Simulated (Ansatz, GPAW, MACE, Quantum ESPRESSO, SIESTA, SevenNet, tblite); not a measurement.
# Running random packing of 77WO3-23Li2O (mol %) (98 atoms) with GPAW

Wanted: GPAW inputs and outputs for random packing of 77WO3-23Li2O (mol %) (98 atoms), checked against a plane-wave reference.

Calculated with GPAW 26.7.0; the method is named at each step.

### Step 1. The starting structure

The cell holds 98 atoms: 20 W, 66 O and 12 Li. Cell: a = 10.952 Å, b = 10.952 Å, c = 10.952 Å, α = 90.0°, β = 90.0°, γ = 90.0°. 98 atoms (20 W, 66 O, 12 Li) packed at random in a cube at 6.09 g/cm³ and pushed apart as soft spheres, cations and anions kept from their own kind; a start for melting by ab initio MD, not an equilibrated structure. Then every atom was moved at random, 0.05 Å r.m.s. a Cartesian component.

The yardstick, on the same geometry:

```
method                 : Kohn-Sham DFT, PBE, PAW, plane waves (Ansatz 0.2.0); cutoff 420 eV, Γ point, fermi-dirac smearing of 0.05 eV; PAW set soft_2
r.m.s. force component : 2.007 eV/Å
longest force          : 6.409 eV/Å
pressure               : -27.85 GPa
SCF cycles             : 13
time                   : 34 s on 4 threads of Arm Neoverse V1, shared host
CPU time               : 2 min
```

### Step 2. PBE, LCAO dzp, h 0.18 Å

Method: Kohn-Sham DFT, PBE, PAW, atomic orbitals (dzp).

run.py reads:

```python
import numpy as np
from ase.io import read
from gpaw import GPAW, FermiDirac
from ase.parallel import parprint as print

atoms = read("structure.xyz")
atoms.calc = GPAW(
    mode="lcao",
    basis="dzp",
    h=0.18,
    xc="PBE",
    kpts={"size": (1, 1, 1), "gamma": True},
    occupations=FermiDirac(0.05),
    maxiter=200,
    symmetry={"point_group": False},
    txt="gpaw.txt",
)
energy = atoms.get_potential_energy(force_consistent=True)
forces = atoms.get_forces()
print(f"energy {energy:.6f} eV")
print("forces (eV/A)")
for i, (a, f) in enumerate(zip(atoms, forces)):
    print(f"{i:4d} {a.symbol:2s} {f[0]:10.5f} {f[1]:10.5f} {f[2]:10.5f}")
print(f"Fermi level {atoms.calc.get_fermi_level():.4f} eV")
for k in range(len(atoms.calc.get_ibz_k_points())):
    for s in range(atoms.calc.get_number_of_spins()):
        e = atoms.calc.get_eigenvalues(kpt=k, spin=s)
        n = np.searchsorted(e, atoms.calc.get_fermi_level())
        print(f"k {k} spin {s} levels about the Fermi level:", np.round(e[max(n - 6, 0):n], 4).tolist(), "|", np.round(e[n:n + 6], 4).tolist())
```

structure.xyz reads:

```xyz
98
Lattice="10.95180 0.00000 0.00000 0.00000 10.95180 0.00000 0.00000 0.00000 10.95180" Properties=species:S:1:pos:R:3 pbc="T T T"
W 6.57437 0.68996 9.03688
W 0.53970 8.81861 8.17212
W 4.35871 4.80576 6.44174
W 2.67476 2.41586 0.72501
W 7.58533 5.64291 7.43704
W 6.31065 6.84893 3.59241
W 7.25305 10.91851 5.64675
W 4.99961 2.21117 2.11184
W 10.30159 4.40021 5.39880
W 3.91888 7.72923 7.60252
W 10.73704 2.37085 9.65916
W 8.55555 9.04257 0.70376
W 3.93783 2.47587 8.04935
W 6.61489 4.57895 9.93493
W 3.94057 4.33122 10.28714
W 10.08847 1.57542 3.38367
W 8.08999 2.96049 1.29352
W 8.65389 7.68334 4.28544
W 9.68106 10.08573 5.07353
W 2.08227 6.77018 9.32863
O 10.92431 7.34263 1.70038
O 2.42911 3.54915 4.19892
O 6.99962 2.68297 3.07789
O 3.38038 6.37909 0.14719
O 7.54776 10.89901 0.52361
O 7.58598 9.62236 9.15888
O 4.59647 10.22066 3.03387
O 9.70757 1.22594 5.49518
O 10.84568 7.46672 5.23124
O 2.53315 0.06462 10.18561
O 8.74687 3.43153 4.18830
O 6.08756 2.82502 0.21049
O 4.08108 0.26788 8.20772
O 4.32585 5.20846 3.99697
O 7.77819 5.86075 5.20375
O 8.25897 9.90097 3.35925
O 0.24751 7.24144 10.53936
O 8.61085 1.00417 9.82606
O 0.22583 0.23908 9.09558
O 3.10790 10.91128 5.11887
O 9.96526 10.43422 7.27178
O 7.82506 9.22755 6.94048
O 2.92150 10.92059 1.65591
O 5.88692 8.70449 2.03233
O 4.01099 2.75164 5.56384
O 8.08133 5.82362 0.42033
O 4.11799 5.74827 8.44471
O 4.20352 2.06650 10.15834
O 5.19729 6.80939 1.44367
O 6.85134 7.58708 0.23371
O 10.03064 10.45546 1.34466
O 2.71824 8.98398 9.09262
O 1.41552 2.20033 5.96577
O 1.17217 3.87672 10.88729
O 1.67092 2.50501 8.39094
O 0.06571 9.28034 3.48136
[... 38 atom lines left out ...]
Li 4.51696 5.00946 2.09453
Li 4.69438 0.92444 5.65573
Li 10.34463 4.77236 1.86334
Li 1.48966 0.71526 7.08220
```

Command:

```sh
$ OMP_NUM_THREADS=1 mpirun -np 2 gpaw python run.py > output.txt
```

The log of the run:

```text
energy -532.861903 eV
forces (eV/A)
   0 W     3.98108   -0.02706   -0.26433
   1 W    -2.69545   -0.46028   -1.64134
   2 W     1.63443   -1.44165   -4.08767
   3 W    -1.90244   -0.36372   -0.85455
   4 W     1.27415   -4.57216   -0.34542
   5 W    -2.24217   -0.66682   -2.32876
   6 W     0.95543    0.57194    2.71290
   7 W     2.98784   -3.70172   -0.82187
   8 W     2.45013   -1.79791    0.62689
   9 W    -2.04318    2.84860   -4.38295
  10 W     3.44412   -2.91770    2.00163
  11 W    -1.00278    2.17029   -0.24180
  12 W    -2.24239   -1.73447    1.64847
  13 W     0.18312    0.62046   -0.23613
  14 W    -1.17832    0.62312   -0.50129
  15 W    -1.25762   -0.43604    0.57606
  16 W    -3.35294    0.09258    1.98777
  17 W     0.71550    1.64722   -0.49394
  18 W     5.70371    1.18563    0.48327
  19 W    -1.74485   -2.48794    1.13855
  20 O    -0.18262    0.15691   -1.19525
  21 O     0.69964   -0.27330    0.87279
  22 O    -2.00047    1.22219   -3.12208
  23 O    -1.64077   -1.42176   -3.30402
[...]
90 Li   -0.40018   -0.05979   -0.80487
  91 Li   -1.31844    0.02399   -0.43822
  92 Li    1.23994    1.06449   -0.69418
  93 Li    0.09616    0.18027    0.21919
  94 Li   -0.73537    0.76067    0.35113
  95 Li   -0.91859    0.01618   -0.62799
  96 Li    1.51592    0.42824   -0.92867
  97 Li    0.14861    0.05029    0.63033
Fermi level 3.5629 eV
k 0 spin 0 levels about the Fermi level: [3.4536, 3.4848, 3.4872, 3.5208, 3.5302, 3.5473] | [3.5793, 3.6056, 3.6206, 3.6286, 3.6494, 3.6582]
```

gpaw.txt:

```text
Input parameters:
  mode=LCAO(),
  basis={'default': 'dzp'},
  h=0.18,
  kpts=MonkhorstPack(size=(1, 1, 1), gamma=True),
  maxiter=200,
  occupations=Occupations(name='fermi-dirac', width=0.05, fixmagmom=False),
  symmetry=Symmetry(point_group=False),
  xc=XC(name='PBE')
Unit cell  # Å
| periodic |         x |         y |         z |   lengths |    angles |
|----------|-----------|-----------|-----------|-----------|-----------|
|      yes | 10.951800 |  0.000000 |  0.000000 | 10.951800 | 90.000000 |
|      yes |  0.000000 | 10.951800 |  0.000000 | 10.951800 | 90.000000 |
|      yes |  0.000000 |  0.000000 | 10.951800 | 10.951800 | 90.000000 |
Number of symmetries: 1
Symmetry operations  # r_c * U_cc + t_c -> r_c
|   | kind |            matrix            |
|---|------|------------------------------|
| 0 |  E   |  1, 0, 0,  0, 1, 0,  0, 0, 1 |
BZ-sampling:
  Number of BZ points: 1
  Number of IBZ points: 1
  Monkhorst-Pack size: [1, 1, 1]
  Monkhorst-Pack shift: [0, 0, 0]
[... lines left out ...]
      Number of RI-basis functions 0
Reference energy: -8912563.138819  # eV
eigensolver:
density mixing:
  MSR1-Mixer
occupation numbers:
  Fermi-Dirac:
    width: 0.0500  # eV
FastPoissonSolver using
    Stencil: 6*3+1=19 point O(h^6) finite-difference Laplacian
xc functional:
  name: PBE with 2 nearest neighbor stencil
interpolation: tri-quintic # 5. degree polynomial
Initialization done in: 9.029 s
convergence criteria:
- Maximum [total energy] change in last 3 cyles: 0.0005 eV / valence electron
- Maximum integral of absolute [dens]ity change: 0.0001 electrons / valence electron
- Maximum integral of absolute [eigenst]ate change: 4e-08 eV^2 / valence electron
maximum number of iterations: 200
SCF iterations
|iter     |      energy | eigst |  dens |
|---------|-------------|-------|-------|
|iter:   1| -667.038879 |      c|       |
|iter:   2| -578.336955 |      c| -0.72 |
|iter:   3| -565.210898 |      c| -0.93 |
|iter:   4| -544.433241 |      c| -1.02 |
[...]
|iter:  12| -532.935108 |      c| -1.72 |
|iter:  13| -532.693127c|      c| -1.78 |
|iter:  14| -532.577836 |      c| -1.92 |
|iter:  15| -532.658402c|      c| -2.05 |
|iter:  16| -532.590357c|      c| -1.98 |
[...]
|iter:  42| -532.431682c|      c| -3.89 |
|iter:  43| -532.431818c|      c| -3.95 |
|iter:  44| -532.431733c|      c| -4.12c|
Converged in 44 steps
SCF loop duration: 616.416 s (14.009 s/step)
Energy contributions relative to reference atoms: (reference = -8912563.138819)
Energy contributions:
  Kinetic:        -447.970959
  Coulomb:         245.726770
  Zero:             17.375004
  External:          0.000000
  Xc:             -347.132376
  Entropy:          -0.860341
  Spinorbit:         0.000000
  ----------------------------
  Free energy:    -532.861903
  Extrapolated:   -532.431733
dipole moment: (58.020139, 87.952094, -43.013392)  # |e|*Ang
Fermi level: 3.563
Eigenvalues  # (at kpt = [0.000, 0.000, 0.000])
| band index |      eig [eV] | occ [0-2] |
|------------|---------------|-----------|
|          0 |       -72.470 |     2.000 |
|        ... |               |           |
|        336 |         3.415 |     1.902 |
|        337 |         3.440 |     1.842 |
[...]
|        351 |         3.706 |     0.109 |
|        ... |               |           |
|        416 |         5.752 |     0.000 |
Gap: 0.032 eV
Transition (v -> c):
  (s=0, k=0, n=343, [0.00, 0.00, 0.00]) -> (s=0, k=0, n=344, [0.00, 0.00, 0.00])
No difference between direct/indirect transitions
Force computation time: 32.630  # s
```

Elapsed: 11 min, on 2 MPI ranks of Arm Neoverse V1, shared host; peak memory 2.3 GiB.

Banners, paths, timers and routine set-up lines are dropped from the logs unmarked, and long logs keep their key lines alone; longer cuts are marked.

Numbers from this run, and their distance from the reference:

```yaml
r_m_s_force_component: 1.916 eV/Å
r_m_s_difference_of_force_components: 152.6 meV/Å
longest_difference_of_force_vectors: 559.7 meV/Å
force_difference_over_r_m_s_force: 7.605 %
slope_of_forces_against_the_reference_s: 0.9527
correlation_of_force_components: 0.998
```

Length of the force difference by element (eV/Å):

```csv
element,atoms,mean,most
Li,12,0.17,0.34
O,66,0.24,0.48
W,20,0.28,0.56
```

The surroundings of O72, which bears the longest force, nearest first, numbered as they follow in the input and with coordinates relative to it.

| atom | x | y | z | distance (Å) | bonds | Fx | Fy | Fz (eV/Å) |
| --- | --- | --- | --- | --- | --- | --- | --- | --- |
| O72 | 0.00 | 0.00 | 0.00 | 0.00 | 2 | -3.75 | -4.35 | 2.87 |
| Li93 | -0.04 | 1.72 | -0.48 | 1.79 | 5 | 1.24 | 1.06 | -0.69 |
| W9 | -1.41 | -1.17 | 1.35 | 2.28 | 3 | 2.45 | -1.80 | 0.63 |
| O57 | 1.19 | 0.32 | 1.94 | 2.30 | 0 | 2.71 | -0.44 | 1.02 |
| O29 | -0.87 | 1.89 | 1.18 | 2.39 | 2 | -4.23 | 0.18 | -0.79 |
| O22 | 1.67 | -2.02 | 0.15 | 2.63 | 1 | 0.70 | -0.27 | 0.87 |
| Li97 | -1.37 | -0.80 | -2.19 | 2.70 | 0 | 1.52 | 0.43 | -0.93 |
| O68 | 1.92 | 2.07 | 0.19 | 2.83 | 2 | 0.32 | 0.00 | 0.82 |
| O60 | 1.68 | -0.51 | -2.40 | 2.97 | 1 | 1.28 | -1.58 | -0.76 |
| O21 | -0.79 | 1.77 | -2.35 | 3.05 | 1 | -0.18 | 0.16 | -1.20 |

Atoms are counted from 1 here, from 0 in the log.

Forces lie 7.6 % from the reference's, at 11 times its CPU time (on 2 against 4 cores).

Further runs of this program without a result: GPAW PBE, LCAO sz(dzp), h 0.18 Å (cut off at its time limit).

### Step 3. Summary of results

* force difference from the reference: GPAW PBE, LCAO dzp, h 0.18 Å, 7.6 %
* its CPU time: 22 min

**Reading.** The PBE run in local orbitals differs by 7.6 % (GPAW PBE, LCAO dzp, h 0.18 Å); basis, grid and potentials can all enter. The potentials hold different valence shells: 712 electrons in the reference, 688 in GPAW; this bears on time and differences. The reference's pressure of -28 GPa says that the cell would shrink at this level of theory. The runs have no spin polarisation, so moments on W can't form, and no Hubbard term. The electronic-structure runs sample only Γ, in a cell whose shortest periodic width is 11 Å, which is coarse for a cell with partly filled levels. Spin–orbit coupling is left out, which matters for the levels of the heavy elements.

[Also dropped from logs without a mark: logging warnings of Python, and SIESTA's first energy breakdown and zero terms.]

[Logs are printed without paths, hosts, clocks, repeated set-up lines and the standing remarks that a program may print on its own settings, such as how far it seeks lower states.]

[Hosts, paths, dates, database ids (printed as entryN), source tags and the programs' standing remarks are cut or masked in the printed files.]
